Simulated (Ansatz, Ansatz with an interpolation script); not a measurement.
An input for Ansatz 0.2.0 (LuVO4 (I4_1/amd)):

```yaml
crystal:
  lattice:
    - [-3.5115, 3.5115, 3.11525]
    - [3.5115, -3.5115, 3.11525]
    - [3.5115, 3.5115, -3.11525]
  atoms:
    - { symbol: Lu, position: [0.75, 0.25, 0.5] }
    - { symbol: Lu, position: [0.0, 0.0, 0.0] }
    - { symbol: V, position: [0.5, 0.5, 0.0] }
    - { symbol: V, position: [0.25, 0.75, 0.5] }
    - { symbol: O, position: [0.5151, 0.3289, 0.1862] }
    - { symbol: O, position: [0.0789, 0.3927, 0.3138] }
    - { symbol: O, position: [0.1427, 0.3289, 0.8138] }
    - { symbol: O, position: [0.0789, 0.7651, 0.6862] }
    - { symbol: O, position: [0.2349, 0.9211, 0.3138] }
    - { symbol: O, position: [0.6711, 0.4849, 0.8138] }
    - { symbol: O, position: [0.6073, 0.9211, 0.6862] }
    - { symbol: O, position: [0.6711, 0.8573, 0.1862] }
kpoints:
  mp_grid: { grid: [4, 4, 4] }
  band_path:
    path:
      - [[0.0, 0.0, 0.0], [0.0, 0.0, 0.5], [-0.5, 0.5, 0.5], [0.0, 0.0, 0.0], [0.44676166, 0.44676166, -0.44676166]]
      - [[-0.44676166, 0.55323834, 0.44676166], [-0.5, 0.5, 0.5]]
      - [[0.0, 0.0, 0.5], [0.25, 0.25, 0.25], [0.0, 0.5, 0.0], [0.0, 0.0, 0.0]]
    npoints: 10
hamiltonian:
  xc: lda
  pseudopotentials: { kind: paw_fr, azcp: { folder: soft_1 }, xc_functional: pbe }
scf:
  occupations: { method: fermi_dirac, width: 0.02 }
  n_extra_bands: 16
magnetization:
  noncollinear: true
  spin_orbit: true
output:
  eigenvalues: true
```

```sh
ansatz run input.yaml --threads 4 --pin off --max-ram 18432MiB --backend cpu --events-out ev --progress --plain --runs-dir out
```

Estimate wall time and host memory on 4 threads of Arm Neoverse V1, shared host.

It took 2.7 min; on shared hardware allow 80 s to 5.4 min. Peak host memory was 2.6 GiB. The sizes that set the cost: 3031 plane waves a state, 13 irreducible k points and 12 SCF cycles.

[Paths, hosts, dates, memory and timing lines, banners, echoed tables and standing remarks are left out of the program output.]

[Logs are printed without paths, hosts, clocks, repeated set-up lines and the standing remarks that a program may print on its own settings, such as how far it seeks lower states.]

[Runs of the session that timed out or met a known fault of the program may be left out.]

[Hosts, paths, dates, database ids (printed as entryN), source tags and the programs' standing remarks are cut or masked in the printed files.]
